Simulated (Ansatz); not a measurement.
# Cs3Bi2Br9 (P-3m1): the r2SCAN gap against the k mesh of the density

Wanted: the cheapest k mesh of the density that holds the r2SCAN gap of Cs3Bi2Br9 (P-3m1).

Main program and level: Ansatz 0.2.0; DFT, r2SCAN, plane waves, PAW.

This is a report of a sequence of runs, with most program output left out.

### Step 1. The starting structure

The structure is trigonal, space group P-3m1 (No. 164). Conventional cell: a = 7.972 Å, b = 7.972 Å, c = 9.867 Å, α = 90.00°, β = 90.00°, γ = 120.00°. Nearest to Cs lie 12 Br at 3.96 to 4.01 Å. Nearest to Cs lie 12 Br at 3.99 to 4.07 Å. Bi has 6 Br at 2.71 to 2.98 Å nearest. Nearest to Br lie 2 Bi at 2.98 Å and 4 Cs at 3.99 to 4.01 Å. Nearest to Br lie 1 Bi at 2.71 Å and 4 Cs at 3.96 to 4.07 Å. Farther neighbours and most contacts between anions are not listed.

Coordinates:

```cif
data_structure
_symmetry_space_group_name_H-M 'P-3m1'
_symmetry_Int_Tables_number 164
_cell_length_a 7.9720
_cell_length_b 7.9720
_cell_length_c 9.8670
_cell_angle_alpha 90.000
_cell_angle_beta 90.000
_cell_angle_gamma 120.000
_cell_volume 543.06
loop_
_atom_site_label
_atom_site_type_symbol
_atom_site_symmetry_multiplicity
_atom_site_Wyckoff_symbol
_atom_site_fract_x
_atom_site_fract_y
_atom_site_fract_z
_atom_site_occupancy
Cs1 Cs 2 d 0.66667 0.33333 0.66690 1
Cs2 Cs 1 a 0.00000 0.00000 0.00000 1
Bi1 Bi 2 d 0.66667 0.33333 0.19180 1
Br1 Br 3 e 0.50000 0.50000 0.00000 1
Br2 Br 6 i 0.33530 0.16765 0.33940 1
```

The cell and positions come from the Crystallography Open Database and are kept as given unless a step says otherwise. Spin-orbit coupling is left out unless a step names it. The default PAW set here is soft_2. Its files were made with PBE.

### Step 2. k mesh of the density: 3×3×1

Contents of input.yaml:

```yaml
crystal:
  lattice:
    - [7.972, 0.0, 0.0]
    - [-3.986, 6.903954519, 0.0]
    - [0.0, 0.0, 9.867]
  atoms:
    - { symbol: Cs, position: [0.6666666667, 0.3333333333, 0.6669] }
    - { symbol: Cs, position: [0.3333333333, 0.6666666667, 0.3331] }
    - { symbol: Cs, position: [0.0, 0.0, 0.0] }
    - { symbol: Bi, position: [0.6666666667, 0.3333333333, 0.1918] }
    - { symbol: Bi, position: [0.3333333333, 0.6666666667, 0.8082] }
    - { symbol: Br, position: [0.5, 0.5, 0.0] }
    - { symbol: Br, position: [0.5, 0.0, 0.0] }
    - { symbol: Br, position: [0.0, 0.5, 0.0] }
    - { symbol: Br, position: [0.3353, 0.16765, 0.3394] }
    - { symbol: Br, position: [0.83235, 0.16765, 0.3394] }
    - { symbol: Br, position: [0.83235, 0.6647, 0.3394] }
    - { symbol: Br, position: [0.16765, 0.3353, 0.6606] }
    - { symbol: Br, position: [0.16765, 0.83235, 0.6606] }
    - { symbol: Br, position: [0.6647, 0.83235, 0.6606] }
kpoints:
  mp_grid: { grid: [3, 3, 1] }
  band_path:
    path:
      - [0.0, 0.0, 0.0]
      - [0.5, 0.0, 0.0]
      - [0.33333333, 0.33333333, 0.0]
      - [0.0, 0.0, 0.5]
      - [0.5, 0.0, 0.5]
      - [0.33333333, 0.33333333, 0.5]
      - [0.066666666, 0.066666666, 0.0]
    npoints: 1
hamiltonian:
  xc: r2scan
scf:
  occupations: { method: fixed }
  n_extra_bands: 8
output:
  eigenvalues: true
  forces: true
  stress: true
  write_density: true
  write_potential: true
  elf: true
  volumetric_format: npy
```

Run with:

```console
$ ansatz run input.yaml --threads 3 --pin off --max-ram 92160MiB --backend cuda --events-out ev --progress --plain --runs-dir out --devices 1 --max-vram 13GiB
```

Elapsed: 12 s, on 1 × NVIDIA H100 80GB HBM3 (shared by 6 runs) with 3 threads of AMD EPYC 7R13 (Zen 3), shared host; peak memory 1.8 GiB.

Numbers from this step:

| Quantity | Value |
| --- | --- |
| pressure | 0.6306 GPa |
| gap | 2.887 eV |
| valence top at | k = (0.067, 0.067, 0.000) |
| conduction bottom at | Γ |
| least direct gap | 2.892 eV |

The gap is indirect, with the least direct gap 0.004 eV higher.

### Step 3. k mesh of the density: 3×3×2

input.yaml: that of step 2 with these lines changed.

```diff
@@ -21,3 +21,3 @@
 kpoints:
-  mp_grid: { grid: [3, 3, 1] }
+  mp_grid: { grid: [3, 3, 2] }
   band_path:
```

Elapsed: 15 s, on 1 × NVIDIA H100 80GB HBM3 (shared by 6 runs) with 3 threads; peak memory 1.8 GiB.

Numbers from this step:

| Quantity | Value |
| --- | --- |
| pressure | 0.6229 GPa |
| gap | 2.887 eV |
| valence top at | k = (0.067, 0.067, 0.000) |
| conduction bottom at | Γ |
| least direct gap | 2.892 eV |

The gap is 2.887 eV, as in the run before at this level.

### Step 4. k mesh of the density: 6×6×2 (the default)

input.yaml, the sections that differ from step 3:

```yaml
kpoints:
  mp_grid: { grid: [6, 6, 2] }
  band_path:
    path:
      - [[0.0, 0.0, 0.0], [0.5, 0.0, 0.0], [0.33333333, 0.33333333, 0.0], [0.0, 0.0, 0.0], [0.0, 0.0, 0.5], [0.5, 0.0, 0.5], [0.33333333, 0.33333333, 0.5], [0.0, 0.0, 0.5]]
      - [[0.5, 0.0, 0.5], [0.5, 0.0, 0.0]]
      - [[0.33333333, 0.33333333, 0.5], [0.33333333, 0.33333333, 0.0]]
    npoints: 10
scf:
  occupations: { method: fermi_dirac, width: 0.02 }
  n_extra_bands: 8
# crystal, hamiltonian, output: as in step 3
```

It took 17 s on 1 × NVIDIA H100 80GB HBM3 (shared by 6 runs) with 3 threads; peak memory 2 GiB; 30 s of CPU time.

This step gave:

* pressure: 0.6206 GPa
* gap: 2.887 eV
* valence top at: k = (0.067, 0.067, 0.000)
* conduction bottom at: Γ
* least direct gap: 2.892 eV

The gap is 2.887 eV, as in the run before at this level.

### Step 5. k mesh of the density: 6×6×4

input.yaml, the sections that differ from step 4:

```yaml
kpoints:
  mp_grid: { grid: [6, 6, 4] }
  band_path:
    path:
      - [0.0, 0.0, 0.0]
      - [0.5, 0.0, 0.0]
      - [0.33333333, 0.33333333, 0.0]
      - [0.0, 0.0, 0.5]
      - [0.5, 0.0, 0.5]
      - [0.33333333, 0.33333333, 0.5]
      - [0.066666666, 0.066666666, 0.0]
    npoints: 1
scf:
  occupations: { method: fixed }
  n_extra_bands: 8
output:
  eigenvalues: true
  forces: true
  stress: true
# crystal, hamiltonian: as in step 4
```

It took 21 s on 1 × NVIDIA H100 80GB HBM3 (shared by 6 runs) with 3 threads; peak memory 1.8 GiB.

This step gave:

| Property | Result |
| --- | --- |
| pressure | 0.6199 GPa |
| gap | 2.887 eV |
| valence top at | k = (0.067, 0.067, 0.000) |
| conduction bottom at | Γ |
| least direct gap | 2.892 eV |

The gap is 2.887 eV, as in the run before at this level.

### Step 6. The series

Differences are against the last row; a negative gap means that bands overlap, and a run with a band path holds that path's time. Times are wall times on 1 × NVIDIA H100 80GB HBM3 (shared by 6 runs) with 3 threads of AMD EPYC 7R13 (Zen 3), shared host, good to a factor of about two.

```tsv
k mesh of the density	gap (eV)	direct gap (eV)	gap error (eV)	energy error (meV/atom)	irreducible k	time
3×3×1	2.887	2.892	+0.000	+0.0	3	12 s
3×3×2	2.887	2.892	−0.0001	+0.2	6	15 s
6×6×2	2.887	2.892	+0.000	+0.0	14	17 s
6×6×4	2.887	2.892	+0.000	+0.0	24	21 s
```

### Step 7. Outcome

| Quantity | Value |
| --- | --- |
| 3×3×1 | 2.887 eV |
| 3×3×2 | 2.887 eV |
| 6×6×2 | 2.887 eV |
| 6×6×4 | 2.887 eV |

What this shows: The gap holds to 0.02 eV from 3×3×1 on, the cheapest setting tried. At 3×3×1 the gap is off by +0.000 eV and the energy by +0 meV/atom. The gap is read over the mesh and added points near the edges, so meshes differ mainly through the density and, for a hybrid, the exchange operator.

[Paths, hosts, dates, memory and timing lines, banners, echoed tables and standing remarks are left out of the program output.]

[Logs are printed without paths, hosts, clocks, repeated set-up lines and the standing remarks that a program may print on its own settings, such as how far it seeks lower states.]

[Runs of the session that timed out or met a known fault of the program may be left out.]

[Cells called generated may have been cut or substituted from an entry of the Crystallography Open Database or the Materials Project.]

[Hosts, paths, dates, database ids (printed as entryN), source tags and the programs' standing remarks are cut or masked in the printed files.]
